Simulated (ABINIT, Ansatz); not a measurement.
# NaAsF6 (R-3): G0W0 on several meshes in ABINIT

How does the mesh move the gap of NaAsF6 (R-3)?

Calculated with ABINIT 10.8.3; PBEsol and many-body steps on it, plane waves.

## Step 1: Starting point

Symmetry: R-3, No. 148, trigonal system. Conventional cell: a = 5.097 Å, b = 5.097 Å, c = 14.122 Å, α = 90.00°, β = 90.00°, γ = 120.00°. Na has 6 F at 2.28 Å nearest. As has 6 F at 1.74 Å nearest. F has 1 As at 1.74 Å and 1 Na at 2.28 Å nearest. Farther neighbours and most contacts between anions are not listed.

The cell and positions are those that the Materials Project relaxed with its own functionals (PBE, PBE+U or r2SCAN), kept fixed.

## Step 2: Empty states on the mesh, 2×2×2 mesh, 229 bands

This step: ABINIT 10.8.3; DFT, PBEsol, plane waves, norm-conserving pseudopotentials.

The sums over transitions need many empty states on a uniform mesh; this step solves for them.

The input, run.abi:

```
acell 3*1.0 Angstrom
rprim 
  2.548317025914 1.471271520892 4.707294566700
  -2.548317025914 1.471271520892 4.707294566700
  0.000000000000 -2.942543041784 4.707294566700
ntypat 3
znucl 11 33 9
natom 8
typat 1 2 3 3 3 3 3 3
xred 
  0.500000000000 0.500000000000 0.500000000000
  -0.000000000000 0.000000000000 0.000000000000
  0.348130510000 0.076071740000 0.790012280000
  0.790012280000 0.348130510000 0.076071740000
  0.076071740000 0.790012280000 0.348130510000
  0.651869490000 0.923928260000 0.209987720000
  0.209987720000 0.651869490000 0.923928260000
  0.923928260000 0.209987720000 0.651869490000
pp_dirpath "pseudos"
pseudos "Na.upf, As.upf, F.upf"
ecut 44
ngkpt 2 2 2
nshiftk 1
shiftk 0 0 0
kptopt 1
chksymbreak 0
iscf -2
irdden 1
istwfk *1
nband 229
nbdbuf 20
tolwfr 1e-09
nstep 60
prtvol 0
indata_prefix "in"
outdata_prefix "out"
tmpdata_prefix "tmp"
```

On the command line:

```sh
> OMP_NUM_THREADS=1 mpirun -n 4 abinit run.abi > log
```

Numbers of over 12 decimals in the logs are rounded to 6 here.

What it wrote:

```text
.Version 10.8.3 of ABINIT. v10.8.2 released Aug 2026.

 Symmetries : space group R-3 (#148); Bravais hR (rhombohedral)
[... echo of the input left out ...]
== DATASET  1 ==================================================================
-   mpi_nproc: 4, omp_nthreads: 1 (-1 if OMP is not activated)

--- !DatasetInfo
iteration_state: {dtset: 1, }
dimensions: {natom: 8, nkpt: 4, mband: 229, nsppol: 1, nspinor: 1, nspden: 1, mpw: 9990, }
cutoff_energies: {ecut:  44.0, pawecutdg:  -1.0, }
[...]
2.86009    2.89151    2.89151    2.91401    2.92712    2.92712    2.94215    2.96663
   2.96663    2.97406    2.98631    3.00365    3.00365    3.01967    3.03106    3.03106
   3.10097    3.10107    3.11547    3.11579    3.13185
 prteigrs : prtvol=0 or 1, do not print more k-points.

== END DATASET(S) ==============================================================
================================================================================

 -outvars: echo values of variables after computation  --------
            nband         229
             nkpt           4
          spgroup         148
 [... the other variables as echoed above ...]

 Calculation completed.
```

Run time: 95 s. Hardware: 4 MPI ranks of Arm Neoverse V1, shared host; peak memory 0.52 GiB.

Numbers from this step:

* gap: 5.618 eV
* k of the valence top: 0.5, 0.5, 0
* k of the conduction bottom: 0, 0, 0
* least direct gap: 5.695 eV
* k points computed: 4
* lowest point of the top converged band, above the valence top: 79.4621 eV

On this mesh the gap is 5.618 eV.

The density comes from a self-consistent run that is not shown.

## Step 3: Screening, 2×2×2 mesh, 107 bands, screening to 114.3 eV

The RPA dielectric matrix is built and inverted for each q.

This step: RPA screening on PBEsol, plane waves, norm-conserving pseudopotentials.

run.abi, as its differences from that of step 2:

```diff
@@ -26,10 +26,11 @@
 chksymbreak 0
-iscf -2
-irdden 1
 istwfk *1
-nband 229
-nbdbuf 20
-tolwfr 1e-09
-nstep 60
-prtvol 0
+occopt 1
+irdwfk 1
+optdriver 3
+nband 107
+ecuteps 4.2
+inclvkb 2
+awtr 1
+symchi 1
 indata_prefix "in"
```

What it wrote:

```text
.Version 10.8.3 of ABINIT. v10.8.2 released Aug 2026.

 Symmetries : space group R-3 (#148); Bravais hR (rhombohedral)
[... echo of the input left out ...]
== DATASET  1 ==================================================================
-   mpi_nproc: 4, omp_nthreads: 1 (-1 if OMP is not activated)

--- !DatasetInfo
iteration_state: {dtset: 1, }
dimensions: {natom: 8, nkpt: 4, mband: 107, nsppol: 1, nspinor: 1, nspden: 1, mpw: 9990, }
cutoff_energies: {ecut:  44.0, pawecutdg:  -1.0, }
electrons: {nelect:   7.40000000E+01, charge:   0.00000000E+00, occopt:   1.00000000E+00, tsmear:   1.00000000E-02, }

 SCREENING: Calculation of the susceptibility and dielectric matrices

 Based on a program developped by R.W. Godby, V. Olevano, G. Onida, and L. Reining.
 Incorporated in ABINIT by V. Olevano, G.-M. Rignanese, and M. Torrent.
.Using double precision arithmetic ; gwpc =  8

[... cell and pseudopotentials left out ...]
--------------------------------------------------------------------------------

 ==== K-mesh for the wavefunctions ====
 Number of points in the irreducible wedge :     4
[... list of points left out ...]
 Together with  6 symmetry operations and time-reversal symmetry
 yields     8 points in the full Brillouin Zone.

 ==== Q-mesh for the screening function ====
 Number of points in the irreducible wedge :     4
[... list of points left out ...]
 Together with  6 symmetry operations and time-reversal symmetry
 yields     8 points in the full Brillouin Zone.

 setmesh: FFT mesh size selected  =    45x   45x   45
          total number of points  =        91125

 vcoul_init : cutoff-mode = AUXILIARY_FUNCTION
 q-points for optical limit:   1
     1)      0.000010    0.000020    0.000030

- screening: taking advantage of time-reversal symmetry
- Maximum band index for partially occupied states nbvw = 37
- Remaining bands to be divided among processors   nbcw = 70
- Number of bands treated by each node ~17

 Number of electrons calculated from density =   74.0000; Expected =   74.0000
 average of density, n =  0.103554
 r_s =    1.3210
 omega_plasma =   31.0412 [eV]

 calculating chi0 at frequencies [eV] :
  1    0.000000E+00    0.000000E+00
  2    0.000000E+00    3.104121E+01

--------------------------------------------------------------------------------
  q-point number  1        q = ( 0.000000, 0.000000, 0.000000) [r.l.u.]
--------------------------------------------------------------------------------
[... chi0 elements left out ...]
 For q-point:  0.000010 0.000020 0.000030
  dielectric constant =   1.8585
  dielectric constant without local fields =   2.0644

  Average fulfillment of the sum rule on Im[epsilon] for q-point    1 :     27.33  [%]
[... wings left out ...]
  q-point number  2        q = ( 0.500000, 0.000000, 0.000000) [r.l.u.]
--------------------------------------------------------------------------------
[... chi0 elements left out ...]
  Average fulfillment of the sum rule on Im[epsilon] for q-point    2 :     31.74  [%]

 [... 2 further q-points ...]
```

Run time: 46 s. Hardware: 4 MPI ranks; peak memory 2 GiB.

Numbers from this step:

- ε∞ with local fields, on this mesh, along the program's q direction: 1.859
- the same without local fields: 2.064
- plasma frequency: 31.04 eV
- plane waves in the screening matrix: 297

Local fields lower ε∞ by 10 %. On a Γ-centred mesh this coarse the value itself is usually too large, while a short band sum pulls it down.

## Step 4: 2×2×2

The self-energy is evaluated for the states that the input lists, and the levels follow from it, in one-shot runs by the linearised quasiparticle equation.

This step: G0W0 on PBEsol, plane waves, norm-conserving pseudopotentials.

run.abi, as its differences from that of step 3:

```diff
@@ -29,8 +29,17 @@
 irdwfk 1
-optdriver 3
+optdriver 4
 nband 107
+gwcalctyp 0
+ecutsigx 44
+symsigma 1
+nkptgw 2
+kptgw 
+  0.5000000000 0.5000000000 0.0000000000
+  0.0000000000 0.0000000000 0.0000000000
+bdgw 
+  36 39
+  36 39
 ecuteps 4.2
-inclvkb 2
-awtr 1
-symchi 1
+irdscr 1
+ppmodel 1
 indata_prefix "in"
```

What it wrote:

```text
.Version 10.8.3 of ABINIT. v10.8.2 released Aug 2026.

 Symmetries : space group R-3 (#148); Bravais hR (rhombohedral)
[... echo of the input left out ...]
== DATASET  1 ==================================================================
-   mpi_nproc: 4, omp_nthreads: 1 (-1 if OMP is not activated)

--- !DatasetInfo
iteration_state: {dtset: 1, }
dimensions: {natom: 8, nkpt: 4, mband: 107, nsppol: 1, nspinor: 1, nspden: 1, mpw: 9990, }
cutoff_energies: {ecut:  44.0, pawecutdg:  -1.0, }
electrons: {nelect:   7.40000000E+01, charge:   0.00000000E+00, occopt:   1.00000000E+00, tsmear:   1.00000000E-02, }

 SIGMA: Calculation of the GW corrections

 Based on a program developped by R.W. Godby, V. Olevano, G. Onida, and L. Reining.
 Incorporated in ABINIT by V. Olevano, G.-M. Rignanese, and M. Torrent.
.Using double precision arithmetic ; gwpc =  8

[... cell and pseudopotentials left out ...]
--------------------------------------------------------------------------------

 ==== K-mesh for the wavefunctions ====
 Number of points in the irreducible wedge :     4
[... list of points left out ...]
 Together with  6 symmetry operations and time-reversal symmetry
 yields     8 points in the full Brillouin Zone.

 ==== Q-mesh for screening function ====
 Number of points in the irreducible wedge :     4
[... list of points left out ...]
 Together with  6 symmetry operations and time-reversal symmetry
 yields     8 points in the full Brillouin Zone.

 vcoul_init : cutoff-mode = AUXILIARY_FUNCTION
 q-points for optical limit:   1
     1)      0.000010    0.000020    0.000030
 setmesh: FFT mesh size selected  =    64x   64x   64
          total number of points  =       262144

 Number of electrons calculated from density =   74.0000; Expected =   74.0000
 average of density, n =  0.103554
 r_s =    1.3210
 omega_plasma =   31.0412 [eV]

 === KS Band Gaps ===
  >>>> For spin  1
   Minimum direct gap =   5.6949 [eV], located at k-point      :   0.0000  0.0000  0.0000
   Fundamental gap    =   5.6173 [eV], Top of valence bands at :   0.5000  0.5000  0.0000
                                       Bottom of conduction at :   0.0000  0.0000  0.0000
 SIGMA fundamental parameters:
 PLASMON POLE MODEL  1
 number of plane-waves for SigmaX                 9975
 number of plane-waves for SigmaC and W            297
 number of plane-waves for wavefunctions          9975
 number of bands                                   107
 number of independent spin polarizations            1
 number of spinorial components                      1
 number of k-points in IBZ                           4
 number of q-points in IBZ                           4
 number of symmetry operations                       6
 number of k-points in BZ                            8
 number of q-points in BZ                            8
 number of frequencies for dSigma/dE                 9
 frequency step for dSigma/dE [eV]                0.25
 number of omega for Sigma on real axis              0
 max omega for Sigma on real axis  [eV]           0.00
 zcut for avoiding poles [eV]                     0.10

 EPSILON^-1 parameters (SCR file):
 dimension of the eps^-1 matrix on file            297
 dimension of the eps^-1 matrix used               297
 number of plane-waves for wavefunctions          9975
 number of bands                                   107
 number of q-points in IBZ                           4
 number of frequencies                               2
 number of real frequencies                          1
 number of imag frequencies                          1

 matrix elements of self-energy operator (all in [eV])

 Perturbative Calculation

--- !SelfEnergy_ee
iteration_state: {dtset: 1, }
kpoint     : [   0.500,    0.500,    0.000, ]
spin       : 1
KS_gap     :    6.517
QP_gap     :   12.172
Delta_QP_KS:    5.655
data: !SigmaeeData |
     Band     E0 <VxcDFT>   SigX SigC(E0)      Z dSigC/dE  Sig(E)    E-E0       E
       36  -2.343 -22.815 -30.381   5.094   0.828  -0.207 -24.863  -2.047  -4.390
       37  -2.248 -22.989 -30.547   5.113   0.828  -0.207 -25.014  -2.025  -4.273
       38   4.269 -22.054 -16.478  -1.380   0.865  -0.156 -18.424   3.630   7.899
       39   8.846 -13.502  -8.308  -2.203   0.891  -0.122 -10.837   2.665  11.511

--- !SelfEnergy_ee
iteration_state: {dtset: 1, }
kpoint     : [   0.000,    0.000,    0.000, ]
spin       : 1
KS_gap     :    5.695
QP_gap     :   10.745
Delta_QP_KS:    5.050
data: !SigmaeeData |
     Band     E0 <VxcDFT>   SigX SigC(E0)      Z dSigC/dE  Sig(E)    E-E0       E
       36  -2.326 -22.885 -30.466   5.114   0.828  -0.208 -24.928  -2.043  -4.369
       37  -2.326 -22.885 -30.466   5.114   0.828  -0.208 -24.928  -2.043  -4.369
       38   3.369 -18.476 -13.487  -1.569   0.879  -0.137 -15.470   3.006   6.375
       39   8.269 -12.569  -7.560  -2.197   0.898  -0.113 -10.043   2.526  10.795

== END DATASET(S) ==============================================================
================================================================================

 -outvars: echo values of variables after computation  --------
           etotal      0.0000000000E+00
            nband         107
             nkpt           4
          spgroup         148
 [... the other variables as echoed above ...]

 Calculation completed.
```

Wall time 12 s (4 MPI ranks); peak memory 1.1 GiB; 46 s of CPU time.

This step gave:

| Property | Result |
| --- | --- |
| G0W0 gap on the points computed | 10.65 eV |
| starting gap on the mesh | 5.618 eV |
| k of the valence top | 0.5, 0.5, 0 |
| k of the conduction bottom | 0, 0, 0 |
| Z at the valence top | 0.828 |
| Z at the conduction bottom | 0.879 |
| least direct G0W0 gap on the computed points | 10.74 eV |

The gap on the mesh goes from 5.62 eV to 10.65 eV, a correction of +5.03 eV.

## Step 5: Empty states on the mesh, 4×4×4 mesh, 117 bands

This step: DFT, PBEsol, plane waves, norm-conserving pseudopotentials.

run.abi, as its differences from that of step 4:

```diff
@@ -21,3 +21,3 @@
 ecut 44
-ngkpt 2 2 2
+ngkpt 4 4 4
 nshiftk 1
@@ -26,20 +26,10 @@
 chksymbreak 0
+iscf -2
+irdden 1
 istwfk *1
-occopt 1
-irdwfk 1
-optdriver 4
-nband 107
-gwcalctyp 0
-ecutsigx 44
-symsigma 1
-nkptgw 2
-kptgw 
-  0.5000000000 0.5000000000 0.0000000000
-  0.0000000000 0.0000000000 0.0000000000
-bdgw 
-  36 39
-  36 39
-ecuteps 4.2
-irdscr 1
-ppmodel 1
+nband 117
+nbdbuf 10
+tolwfr 1e-09
+nstep 60
+prtvol 0
 indata_prefix "in"
```

What it wrote:

```text
.Version 10.8.3 of ABINIT. v10.8.2 released Aug 2026.

 Symmetries : space group R-3 (#148); Bravais hR (rhombohedral)
[... echo of the input left out ...]
== DATASET  1 ==================================================================
-   mpi_nproc: 4, omp_nthreads: 1 (-1 if OMP is not activated)

--- !DatasetInfo
iteration_state: {dtset: 1, }
dimensions: {natom: 8, nkpt: 14, mband: 117, nsppol: 1, nspinor: 1, nspden: 1, mpw: 9990, }
cutoff_energies: {ecut:  44.0, pawecutdg:  -1.0, }
[...]
1.45454    1.46971    1.46971    1.49875    1.52016    1.54168    1.60822    1.60822
   1.61145    1.63298    1.63298    1.67049    1.67049    1.68127    1.69161    1.69161
   1.73057    1.73202    1.73204    1.76236    1.77407
 prteigrs : prtvol=0 or 1, do not print more k-points.

== END DATASET(S) ==============================================================
================================================================================

 -outvars: echo values of variables after computation  --------
            nband         117
             nkpt          14
          spgroup         148
 [... the other variables as echoed above ...]

 Calculation completed.
```

Wall time 2 min (4 MPI ranks); peak memory 0.65 GiB.

Numbers from this step:

```
gap                                                           : 5.618 eV
k of the valence top                                          : 0.5, 0.5, 0
k of the conduction bottom                                    : 0, 0, 0
least direct gap                                              : 5.695 eV
k points computed                                             : 14
lowest point of the top converged band, above the valence top : 44.65 eV
```

On this mesh the gap is 5.618 eV.

## Step 6: Screening, 4×4×4 mesh, 107 bands, screening to 114.3 eV

This step: RPA screening on PBEsol, plane waves, norm-conserving pseudopotentials.

run.abi, as its differences from that of step 5:

```diff
@@ -26,10 +26,11 @@
 chksymbreak 0
-iscf -2
-irdden 1
 istwfk *1
-nband 117
-nbdbuf 10
-tolwfr 1e-09
-nstep 60
-prtvol 0
+occopt 1
+irdwfk 1
+optdriver 3
+nband 107
+ecuteps 4.2
+inclvkb 2
+awtr 1
+symchi 1
 indata_prefix "in"
```

What it wrote:

```text
.Version 10.8.3 of ABINIT. v10.8.2 released Aug 2026.

 Symmetries : space group R-3 (#148); Bravais hR (rhombohedral)
[... echo of the input left out ...]
== DATASET  1 ==================================================================
-   mpi_nproc: 4, omp_nthreads: 1 (-1 if OMP is not activated)

--- !DatasetInfo
iteration_state: {dtset: 1, }
dimensions: {natom: 8, nkpt: 14, mband: 107, nsppol: 1, nspinor: 1, nspden: 1, mpw: 9990, }
cutoff_energies: {ecut:  44.0, pawecutdg:  -1.0, }
electrons: {nelect:   7.40000000E+01, charge:   0.00000000E+00, occopt:   1.00000000E+00, tsmear:   1.00000000E-02, }

 SCREENING: Calculation of the susceptibility and dielectric matrices

 Based on a program developped by R.W. Godby, V. Olevano, G. Onida, and L. Reining.
 Incorporated in ABINIT by V. Olevano, G.-M. Rignanese, and M. Torrent.
.Using double precision arithmetic ; gwpc =  8

[... cell and pseudopotentials left out ...]
--------------------------------------------------------------------------------

 ==== K-mesh for the wavefunctions ====
 Number of points in the irreducible wedge :    14
[... list of points left out ...]
 Together with  6 symmetry operations and time-reversal symmetry
 yields    64 points in the full Brillouin Zone.

 ==== Q-mesh for the screening function ====
 Number of points in the irreducible wedge :    14
[... list of points left out ...]
 Together with  6 symmetry operations and time-reversal symmetry
 yields    64 points in the full Brillouin Zone.

 setmesh: FFT mesh size selected  =    45x   45x   45
          total number of points  =        91125

 vcoul_init : cutoff-mode = AUXILIARY_FUNCTION
 q-points for optical limit:   1
     1)      0.000010    0.000020    0.000030

- screening: taking advantage of time-reversal symmetry
- Maximum band index for partially occupied states nbvw = 37
- Remaining bands to be divided among processors   nbcw = 70
- Number of bands treated by each node ~17

 Number of electrons calculated from density =   74.0000; Expected =   74.0000
 average of density, n =  0.103554
 r_s =    1.3210
 omega_plasma =   31.0412 [eV]

 calculating chi0 at frequencies [eV] :
  1    0.000000E+00    0.000000E+00
  2    0.000000E+00    3.104121E+01

--------------------------------------------------------------------------------
  q-point number  1        q = ( 0.000000, 0.000000, 0.000000) [r.l.u.]
--------------------------------------------------------------------------------
[... chi0 elements left out ...]
 For q-point:  0.000010 0.000020 0.000030
  dielectric constant =   1.8532
  dielectric constant without local fields =   2.0590

  Average fulfillment of the sum rule on Im[epsilon] for q-point    1 :     27.32  [%]
[... wings left out ...]
  q-point number  2        q = ( 0.250000, 0.000000, 0.000000) [r.l.u.]
--------------------------------------------------------------------------------
[... chi0 elements left out ...]
  Average fulfillment of the sum rule on Im[epsilon] for q-point    2 :     35.29  [%]

 [... 12 further q-points ...]
```

Elapsed: 14 min, on 4 MPI ranks; peak memory 5.3 GiB; 55 min of CPU time.

This step gave:

* ε∞ with local fields, on this mesh, along the program's q direction: 1.853
* the same without local fields: 2.059
* plasma frequency: 31.04 eV
* plane waves in the screening matrix: 297

(Continued in part 2 of 2.)

[Paths, hosts, dates, memory and timing lines, banners, echoed tables and standing remarks are left out of the program output.]

[Logs are printed without paths, hosts, clocks, repeated set-up lines and the standing remarks that a program may print on its own settings, such as how far it seeks lower states.]

[Runs of the session that timed out or met a known fault of the program may be left out.]

[No measured gap is set beside runs whose start may be inverted or whose files or cutoffs have a known fault.]

[Hosts, paths, dates, database ids (printed as entryN), source tags and the programs' standing remarks are cut or masked in the printed files.]

[G0W0 gaps are taken among the corrected bands and points alone; a level outside them can change the order at an edge.]

[Where Ansatz stands beside ABINIT at settings called matched, ABINIT's density can come from a denser mesh and the files from another edition; pairs whose starting gaps differed by over 0.03 eV were left out, so agreement reads better than it is.]
